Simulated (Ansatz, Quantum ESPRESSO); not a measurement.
# Complex bands of AlN, zinc blende type, lattice constant set to 4.463 Å, part 2 of 4

How good a tunnel barrier is AlN, zinc blende type, lattice constant set to 4.463 Å?

Quantum ESPRESSO 7.5; plane-wave DFT, LDA, PseudoDojo norm-conserving pseudopotentials; cross-check by Ansatz 0.2.0 with PAW datasets.

So far. Step 2 (Self-consistent run): The run needed 12 iterations to bring the estimated error under 1e-09 Ry.

The structure was built from a prototype and need not be the compound's stable phase.

### Step 3. Complex bands with pwcond.x

Level of this step: complex band structure by pwcond; plane-wave DFT, LDA, PseudoDojo norm-conserving pseudopotentials (Quantum ESPRESSO).

ikind = 0 solves one period of the crystal for all kz, real and complex, at each energy and k across. ewind and epsproj trim the two-dimensional plane-wave basis; nz1 sets the subslabs.

Contents of cbs.in:

```
&inputcond
  outdir = './out'
  prefixl = 'scf'
  band_file = 'cbs'
  ikind = 0
  ewind = 4.0
  epsproj = 1e-05
  nz1 = 7
  energy0 = 7.44
  denergy = -0.24
/
4
  0.00000000 0.00000000 1.00000000
  0.50000000 0.00000000 1.00000000
  0.50000000 0.50000000 1.00000000
  0.25000000 0.00000000 1.00000000
40
```

Run with:

```console
$ OMP_NUM_THREADS=1 mpirun -n 2 pwcond.x -in cbs.in > cbs.out
```

The program printed:

```text
[banner, memory and clock lines left out]
Program PWCOND v.7.5 starts

          URL

     ./out/scf.save/

     IMPORTANT: XC functional enforced from input :
     Exchange-correlation= PW
                           (   1   4   0   0   0   0   0)
     Any further DFT definition will be discarded
     Please, verify this is what you really want

     Reading collected, re-writing distributed wavefunctions

===== INPUT FILE containing the left lead =====

     GEOMETRY:

     lattice parameter (alat)  =       5.9636  a.u.
     the volume                =     299.9489 (a.u.)^3
     the cross section         =      35.5649 (a.u.)^2
     l of the unit cell        =       1.4142 (alat)
     number of atoms/cell      =            4
     number of atomic types    =            2

     crystal axes: (cart. coord. in units of alat)
               a(1) = (  1.0000  0.0000  0.0000 )
               a(2) = (  0.0000  1.0000  0.0000 )
               a(3) = (  0.0000  0.0000  1.4142 )

   Cartesian axes

     site n.     atom                  positions (alat units)
          1        Al     tau(  1)=(  0.0000  0.0000  1.4142  )
          2        N      tau(  2)=(  0.5000  0.0000  0.3536  )
          3        Al     tau(  3)=(  0.5000  0.5000  0.7071  )
          4        N      tau(  4)=(  0.0000  0.5000  1.0607  )

     nr1s                      =           36
     nr2s                      =           36
     nr3s                      =           45
     nr1sx                     =           36
     nr2sx                     =           36
     nr3sx                     =           45
     nr1                       =           36
     nr2                       =           36
     nr3                       =           45
     nr1x                      =           36
     nr2x                      =           36
     nr3x                      =           45

 _______________________________
  Radii of nonlocal spheres:

     type       ibeta     ang. mom.          radius (alat units)
       Al         1         0                    0.2951
       Al         2         0                    0.2985
       Al         3         1                    0.2985
       Al         4         1                    0.2985
       Al         5         2                    0.2884
       Al         6         2                    0.2918
       N          1         0                    0.1979
       N          2         0                    0.2029
       N          3         1                    0.2247
       N          4         1                    0.2264
----- General information -----

----- Complex band structure calculation -----

     nrx                       =           36
     nry                       =           36
     nz1                       =            7

     energy0               =         7.4E+00
     denergy               =        -2.4E-01
     nenergy               =         40
     ecut2d                =         7.2E+01
     ewind                 =         4.0E+00
     epsproj               =         1.0E-05

     number of k_|| points=    4
                       cryst. coord.
        k(    1) = (   0.0000000   0.0000000), wk =   0.2500000
        k(    2) = (   0.5000000   0.0000000), wk =   0.2500000
        k(    3) = (   0.5000000   0.5000000), wk =   0.2500000
        k(    4) = (   0.2500000   0.0000000), wk =   0.2500000
----- Information about left lead -----

     nocros                   =           18
     noins                    =           34
     norb                     =           70
     norbf                    =           70
     nrz                      =           45

      iorb      type   ibeta   ang. mom.   m       position (alat)
        1        1       1        0        1   taunew(   1)=(  0.0000  0.0000  0.0000)
        2        1       2        0        1   taunew(   2)=(  0.0000  0.0000  0.0000)
        3        1       3        1        1   taunew(   3)=(  0.0000  0.0000  0.0000)
        4        1       3        1        2   taunew(   4)=(  0.0000  0.0000  0.0000)
        5        1       3        1        3   taunew(   5)=(  0.0000  0.0000  0.0000)
        6        1       4        1        1   taunew(   6)=(  0.0000  0.0000  0.0000)
        7        1       4        1        2   taunew(   7)=(  0.0000  0.0000  0.0000)
        8        1       4        1        3   taunew(   8)=(  0.0000  0.0000  0.0000)
        9        1       5        2        1   taunew(   9)=(  0.0000  0.0000  0.0000)
       10        1       5        2        2   taunew(  10)=(  0.0000  0.0000  0.0000)
       11        1       5        2        3   taunew(  11)=(  0.0000  0.0000  0.0000)
       12        1       5        2        4   taunew(  12)=(  0.0000  0.0000  0.0000)
       13        1       5        2        5   taunew(  13)=(  0.0000  0.0000  0.0000)
       14        1       6        2        1   taunew(  14)=(  0.0000  0.0000  0.0000)
       15        1       6        2        2   taunew(  15)=(  0.0000  0.0000  0.0000)
       16        1       6        2        3   taunew(  16)=(  0.0000  0.0000  0.0000)
       17        1       6        2        4   taunew(  17)=(  0.0000  0.0000  0.0000)
       18        1       6        2        5   taunew(  18)=(  0.0000  0.0000  0.0000)
       19        2       1        0        1   taunew(  19)=(  0.5000  0.0000  0.3536)
       20        2       2        0        1   taunew(  20)=(  0.5000  0.0000  0.3536)
       21        2       3        1        1   taunew(  21)=(  0.5000  0.0000  0.3536)
       22        2       3        1        2   taunew(  22)=(  0.5000  0.0000  0.3536)
       23        2       3        1        3   taunew(  23)=(  0.5000  0.0000  0.3536)
       24        2       4        1        1   taunew(  24)=(  0.5000  0.0000  0.3536)
       25        2       4        1        2   taunew(  25)=(  0.5000  0.0000  0.3536)
       26        2       4        1        3   taunew(  26)=(  0.5000  0.0000  0.3536)
       27        1       1        0        1   taunew(  27)=(  0.5000  0.5000  0.7071)
       28        1       2        0        1   taunew(  28)=(  0.5000  0.5000  0.7071)
       29        1       3        1        1   taunew(  29)=(  0.5000  0.5000  0.7071)
       30        1       3        1        2   taunew(  30)=(  0.5000  0.5000  0.7071)
       31        1       3        1        3   taunew(  31)=(  0.5000  0.5000  0.7071)
       32        1       4        1        1   taunew(  32)=(  0.5000  0.5000  0.7071)
       33        1       4        1        2   taunew(  33)=(  0.5000  0.5000  0.7071)
       34        1       4        1        3   taunew(  34)=(  0.5000  0.5000  0.7071)
[...]
47        2       3        1        1   taunew(  47)=(  0.0000  0.5000  1.0607)
       48        2       3        1        2   taunew(  48)=(  0.0000  0.5000  1.0607)
       49        2       3        1        3   taunew(  49)=(  0.0000  0.5000  1.0607)
       50        2       4        1        1   taunew(  50)=(  0.0000  0.5000  1.0607)
       51        2       4        1        2   taunew(  51)=(  0.0000  0.5000  1.0607)
       52        2       4        1        3   taunew(  52)=(  0.0000  0.5000  1.0607)
       53        1       1        0        1   taunew(  53)=(  0.0000  0.0000  1.4142)
       54        1       2        0        1   taunew(  54)=(  0.0000  0.0000  1.4142)
       55        1       3        1        1   taunew(  55)=(  0.0000  0.0000  1.4142)
       56        1       3        1        2   taunew(  56)=(  0.0000  0.0000  1.4142)
       57        1       3        1        3   taunew(  57)=(  0.0000  0.0000  1.4142)
       58        1       4        1        1   taunew(  58)=(  0.0000  0.0000  1.4142)
       59        1       4        1        2   taunew(  59)=(  0.0000  0.0000  1.4142)
       60        1       4        1        3   taunew(  60)=(  0.0000  0.0000  1.4142)
       61        1       5        2        1   taunew(  61)=(  0.0000  0.0000  1.4142)
       62        1       5        2        2   taunew(  62)=(  0.0000  0.0000  1.4142)
       63        1       5        2        3   taunew(  63)=(  0.0000  0.0000  1.4142)
       64        1       5        2        4   taunew(  64)=(  0.0000  0.0000  1.4142)
       65        1       5        2        5   taunew(  65)=(  0.0000  0.0000  1.4142)
       66        1       6        2        1   taunew(  66)=(  0.0000  0.0000  1.4142)
       67        1       6        2        2   taunew(  67)=(  0.0000  0.0000  1.4142)
       68        1       6        2        3   taunew(  68)=(  0.0000  0.0000  1.4142)
       69        1       6        2        4   taunew(  69)=(  0.0000  0.0000  1.4142)
       70        1       6        2        5   taunew(  70)=(  0.0000  0.0000  1.4142)
    k slab    z(k)  z(k+1)     crossing(iorb=1,norb)
    1   0.0000 0.0314 0.0314   1111111111111111110000000000000000000000000000000000000000000000000000
    2   0.0314 0.0629 0.0314   1111111111111111110000000000000000000000000000000000000000000000000000
    3   0.0629 0.0943 0.0314   1111111111111111110000000000000000000000000000000000000000000000000000
    4   0.0943 0.1257 0.0314   1111111111111111110000000000000000000000000000000000000000000000000000
    5   0.1257 0.1571 0.0314   1111111111111111111111111100000000000000000000000000000000000000000000
    6   0.1571 0.1886 0.0314   1111111111111111111111111100000000000000000000000000000000000000000000
    7   0.1886 0.2200 0.0314   1111111111111111111111111100000000000000000000000000000000000000000000
    8   0.2200 0.2514 0.0314   1111111111111111111111111100000000000000000000000000000000000000000000
    9   0.2514 0.2828 0.0314   1111111111111111111111111100000000000000000000000000000000000000000000
   10   0.2828 0.3143 0.0314   1111111111111111111111111100000000000000000000000000000000000000000000
   11   0.3143 0.3457 0.0314   0000000000000000001111111100000000000000000000000000000000000000000000
   12   0.3457 0.3771 0.0314   0000000000000000001111111100000000000000000000000000000000000000000000
   13   0.3771 0.4086 0.0314   0000000000000000001111111100000000000000000000000000000000000000000000
   14   0.4086 0.4400 0.0314   0000000000000000001111111111111111111111111100000000000000000000000000
   15   0.4400 0.4714 0.0314   0000000000000000001111111111111111111111111100000000000000000000000000
   16   0.4714 0.5028 0.0314   0000000000000000001111111111111111111111111100000000000000000000000000
   17   0.5028 0.5343 0.0314   0000000000000000001111111111111111111111111100000000000000000000000000
   18   0.5343 0.5657 0.0314   0000000000000000001111111111111111111111111100000000000000000000000000
   19   0.5657 0.5971 0.0314   0000000000000000000011111111111111111111111100000000000000000000000000
   20   0.5971 0.6285 0.0314   0000000000000000000000000011111111111111111100000000000000000000000000
   21   0.6285 0.6600 0.0314   0000000000000000000000000011111111111111111100000000000000000000000000
   22   0.6600 0.6914 0.0314   0000000000000000000000000011111111111111111100000000000000000000000000
   23   0.6914 0.7228 0.0314   0000000000000000000000000011111111111111111100000000000000000000000000
   24   0.7228 0.7542 0.0314   0000000000000000000000000011111111111111111100000000000000000000000000
   25   0.7542 0.7857 0.0314   0000000000000000000000000011111111111111111100000000000000000000000000
   26   0.7857 0.8171 0.0314   0000000000000000000000000011111111111111111100000000000000000000000000
   27   0.8171 0.8485 0.0314   0000000000000000000000000011111111111111111100111111000000000000000000
   28   0.8485 0.8800 0.0314   0000000000000000000000000011111111111111111111111111000000000000000000
   29   0.8800 0.9114 0.0314   0000000000000000000000000011111111111111111111111111000000000000000000
   30   0.9114 0.9428 0.0314   0000000000000000000000000011111111111111111111111111000000000000000000
   31   0.9428 0.9742 0.0314   0000000000000000000000000011111111111111111111111111000000000000000000
   32   0.9742 1.0057 0.0314   0000000000000000000000000011111111111111111111111111000000000000000000
   33   1.0057 1.0371 0.0314   0000000000000000000000000000000000000000000011111111000000000000000000
   34   1.0371 1.0685 0.0314   0000000000000000000000000000000000000000000011111111000000000000000000
   35   1.0685 1.0999 0.0314   0000000000000000000000000000000000000000000011111111000000000000000000
   36   1.0999 1.1314 0.0314   0000000000000000000000000000000000000000000011111111111111111111111111
   37   1.1314 1.1628 0.0314   0000000000000000000000000000000000000000000011111111111111111111111111
   38   1.1628 1.1942 0.0314   0000000000000000000000000000000000000000000011111111111111111111111111
   39   1.1942 1.2257 0.0314   0000000000000000000000000000000000000000000011111111111111111111111111
   40   1.2257 1.2571 0.0314   0000000000000000000000000000000000000000000011111111111111111111111111
   41   1.2571 1.2885 0.0314   0000000000000000000000000000000000000000000011111111111111111111111111
   42   1.2885 1.3199 0.0314   0000000000000000000000000000000000000000000000000000111111111111111111
   43   1.3199 1.3514 0.0314   0000000000000000000000000000000000000000000000000000111111111111111111
   44   1.3514 1.3828 0.0314   0000000000000000000000000000000000000000000000000000111111111111111111
   45   1.3828 1.4142 0.0314   0000000000000000000000000000000000000000000000000000111111111111111111
 ngper, shell number =          197          30
 ngper, n2d =          197          96
---  E-Ef =    7.4400000  k =    0.0000000   0.0000000
---  ie =          1  ik =          1
 Nchannels of the left tip =            0
 Right moving states:
   k1(2pi/a)   k2(2pi/a)   E-Ef (eV)
 Left moving states:
   k1(2pi/a)   k2(2pi/a)   E-Ef (eV)

---  E-Ef =    7.2000000  k =    0.0000000   0.0000000
---  ie =          2  ik =          1
 Nchannels of the left tip =            0
 Right moving states:
   k1(2pi/a)   k2(2pi/a)   E-Ef (eV)
 Left moving states:
   k1(2pi/a)   k2(2pi/a)   E-Ef (eV)
[... further energies and points left out ...]
---  E-Ef =   -1.6800000  k =    0.2500000   0.0000000
---  ie =         39  ik =          4
 Nchannels of the left tip =            1
 Right moving states:
   k1(2pi/a)   k2(2pi/a)   E-Ef (eV)
   0.3402796  -0.0000000  -1.6800000
 Left moving states:
   k1(2pi/a)   k2(2pi/a)   E-Ef (eV)
  -0.3402796   0.0000000  -1.6800000

---  E-Ef =   -1.9200000  k =    0.2500000   0.0000000
---  ie =         40  ik =          4
 Nchannels of the left tip =            1
 Right moving states:
   k1(2pi/a)   k2(2pi/a)   E-Ef (eV)
   0.3018928  -0.0000000  -1.9200000
 Left moving states:
   k1(2pi/a)   k2(2pi/a)   E-Ef (eV)
  -0.3018928   0.0000000  -1.9200000

Note: The following floating-point exceptions are signalling: IEEE_UNDERFLOW_FLAG IEEE_DENORMAL
Note: The following floating-point exceptions are signalling: IEEE_UNDERFLOW_FLAG IEEE_DENORMAL
```

The job ended after 68 s (2 MPI ranks of Intel Xeon 6975P-C (Granite Rapids), shared host; peak memory 0.13 GiB; 2.3 min of CPU time).

This step gave:

| Quantity | Value |
| --- | --- |
| peak of the smallest κ at the zone centre | 0.257 Å⁻¹ |
| energy of the peak at the zone centre | 1.68 eV |
| peak of the smallest κ at (1/2, 0) | 0.477 Å⁻¹ |
| peak of the smallest κ at (1/2, 1/2) | 0.365 Å⁻¹ |
| peak of the smallest κ at (1/4, 0) | 0.499 Å⁻¹ |

K across = (0, 0) in the cell's reciprocal vectors; values within 0.0025 1/Å of each other count once, columns are sorted by size at each energy, a dash where no further value was kept. Table of Im kz of the slowest decaying states by energy, zero at the highest filled level of the SCF mesh:

```
energy (eV)  decay 1 (Å⁻¹)  decay 2 (Å⁻¹)  decay 3 (Å⁻¹)
      -1.92          0.352          0.787           1.60
      -1.68          0.769           1.58           2.25
      -1.20          0.732           1.55           2.22
      -0.96          0.713           1.53           2.20
      -0.72          0.694           1.51           2.19
      -0.24          0.653           1.47           2.16
       0.00          0.632           1.45           2.15
       0.24           0.13          0.262           0.61
       0.72          0.208          0.458          0.562
       0.96          0.229          0.518          0.537
       1.20          0.243           0.51          0.566
       1.68          0.257          0.449          0.639
       1.92          0.257          0.415          0.668
       2.16          0.252          0.377          0.692
       2.64           0.23          0.282          0.732
       2.88          0.211          0.218          0.748
       3.36          0.145          0.773           1.13
       3.60          0.077          0.783           1.10
       3.84          0.792           1.07           1.83
       4.32          0.805           1.01           1.78
       4.56          0.809          0.984           1.76
       4.80          0.812          0.951           1.74
       5.28          0.816          0.882           1.69
       5.52          0.816          0.844           1.67
       5.76          0.061          0.805          0.816
       6.24          0.175          0.718          0.811
       6.48          0.203          0.671          0.808
       6.72          0.224          0.619          0.803
       7.20          0.251          0.497          0.791
       7.44          0.259          0.422          0.783
```

K across = (0, 0) in the cell's reciprocal vectors. Table of Re kz of states that move upwards by energy, zero at the highest filled level of the SCF mesh:

```
energy (eV)  channel 1 (Å⁻¹)  channel 2 (Å⁻¹)  channel 3 (Å⁻¹)
      -1.92           -0.513                -                -
      -1.68           -0.465           0.0890           0.0918
      -1.44           -0.416            0.385            0.385
      -1.20           -0.367            0.546            0.547
      -0.96           -0.318            0.682            0.685
      -0.72           -0.603           -0.603           -0.266
      -0.48           -0.478           -0.477           -0.210
      -0.24           -0.338           -0.337           -0.144
       0.00           -0.127           -0.126          -0.0192
       0.24                -                -                -
       0.72                -                -                -
       0.96                -                -                -
       1.20                -                -                -
       1.44                -                -                -
       1.68                -                -                -
       1.92                -                -                -
       2.16                -                -                -
       2.40                -                -                -
       2.64                -                -                -
       2.88                -                -                -
       3.12                -                -                -
       3.36            0.139                -                -
       3.60            0.233                -                -
       3.84            0.108            0.302                -
       4.08            0.178            0.359                -
       4.32            0.234            0.411                -
       4.56            0.285            0.460                -
       4.80            0.334            0.508                -
       5.28            0.439            0.610                -
       5.52            0.505            0.674                -
       5.76                -                -                -
       6.00                -                -                -
       6.24                -                -                -
       6.48                -                -                -
       6.72                -                -                -
       6.96                -                -                -
       7.20                -                -                -
       7.44                -                -                -
```

(Continued in part 3 of 4.)

[Logs are printed without paths, hosts, clocks, repeated set-up lines and the standing remarks that a program may print on its own settings, such as how far it seeks lower states.]

[Hosts, paths, dates, database ids (printed as entryN), source tags and the programs' standing remarks are cut or masked in the printed files.]

[Maps of the electrostatic potential energy from Ansatz leave out the sawtooth potential of an applied field or a dipole correction, so their vacuum need not be flat; planar profiles and work functions include it.]
